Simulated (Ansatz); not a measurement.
The crystal is Bi2S3 (Bismuthinite).

Symmetry: Pnma, No. 62, orthorhombic system. The conventional cell has a = 11.316 Å, b = 3.971 Å, c = 11.178 Å, α = 90.00°, β = 90.00°, γ = 90.00°. Bi has 6 S at 2.67 to 3.06 Å nearest. Bi has 7 S at 2.59 to 3.32 Å nearest. S has 3 Bi at 2.68 to 2.74 Å nearest. Nearest to S lie 5 Bi at 2.59 to 3.06 Å. S has 5 Bi at 2.67 to 3.32 Å nearest. Farther neighbours and most contacts between anions are not listed.

```yaml
crystal:
  lattice:
    - [11.31600, 0.00000, 0.00000]
    - [0.00000, 3.97090, 0.00000]
    - [0.00000, 0.00000, 11.17800]
  atoms:
    - { symbol: Bi, position: [0.48339, 0.25000, 0.32581] }
    - { symbol: Bi, position: [0.01661, 0.75000, 0.82581] }
    - { symbol: Bi, position: [0.98339, 0.25000, 0.17419] }
    - { symbol: Bi, position: [0.51661, 0.75000, 0.67419] }
    - { symbol: Bi, position: [0.34069, 0.75000, 0.03429] }
    - { symbol: Bi, position: [0.15931, 0.25000, 0.53429] }
    - { symbol: Bi, position: [0.84069, 0.75000, 0.46571] }
    - { symbol: Bi, position: [0.65931, 0.25000, 0.96571] }
    - { symbol: S, position: [0.28540, 0.25000, 0.19410] }
    - { symbol: S, position: [0.21460, 0.75000, 0.69410] }
    - { symbol: S, position: [0.78540, 0.25000, 0.30590] }
    - { symbol: S, position: [0.71460, 0.75000, 0.80590] }
    - { symbol: S, position: [0.55000, 0.75000, 0.12840] }
    - { symbol: S, position: [0.95000, 0.25000, 0.62840] }
    - { symbol: S, position: [0.05000, 0.75000, 0.37160] }
    - { symbol: S, position: [0.45000, 0.25000, 0.87160] }
    - { symbol: S, position: [0.37560, 0.75000, 0.44230] }
    - { symbol: S, position: [0.12440, 0.25000, 0.94230] }
    - { symbol: S, position: [0.87560, 0.75000, 0.05770] }
    - { symbol: S, position: [0.62440, 0.25000, 0.55770] }
```

The cell and positions come from the Crystallography Open Database and are kept as given unless a step says otherwise. Spin-orbit coupling is left out unless a run names it.

Gaps computed with Ansatz 0.2.0 without a self-energy: PBE 1.42 eV, PBE+SOC 0.98 eV, HSE06 2.05 eV and HSE06+SOC 1.51 eV.

Question: Estimate the G0W0@PBE gap with 2×4×2 mesh, 2987 empty bands, screening to 190 eV, hard PAW files.

About 1.80 eV: on its mesh the run moves the gap from 1.46 eV by +0.38 eV, and the mesh misses the edges by 0.04 eV. Among the scalar-relativistic levels given, HSE06 is nearest (+0.25 eV). Spin-orbit coupling is not in that value; its −0.44 eV at the PBE level would bring it to about 1.36 eV. Bands and cutoff are finite, so the gap is not at the basis limit. The miss can reach some tenths of an eV and take either sign; the mesh is an error of its own. The 2×4×2 mesh is coarse for this cell (its supercell is 16 Å along the shortest edge). The RPA ε∞ on it, from the PBE start, is 10.01, 13.27 and 13.44; such meshes misread the long-range screening, most where the gap is narrow. Where an edge is built on 6p states of lead, bismuth or thallium, scalar-relativistic gaps usually stand too wide, by a few tenths to over one eV. The many-body steps are scalar-relativistic: spin-orbit coupling is not in them.

[Paths, hosts, dates, memory and timing lines, banners, echoed tables and standing remarks are left out of the program output.]

[Logs are printed without paths, hosts, clocks, repeated set-up lines and the standing remarks that a program may print on its own settings, such as how far it seeks lower states.]

[Runs of the session that timed out or met a known fault of the program may be left out.]

[Cells called generated may have been cut or substituted from an entry of the Crystallography Open Database or the Materials Project.]

[Hosts, paths, dates, database ids (printed as entryN), source tags and the programs' standing remarks are cut or masked in the printed files.]
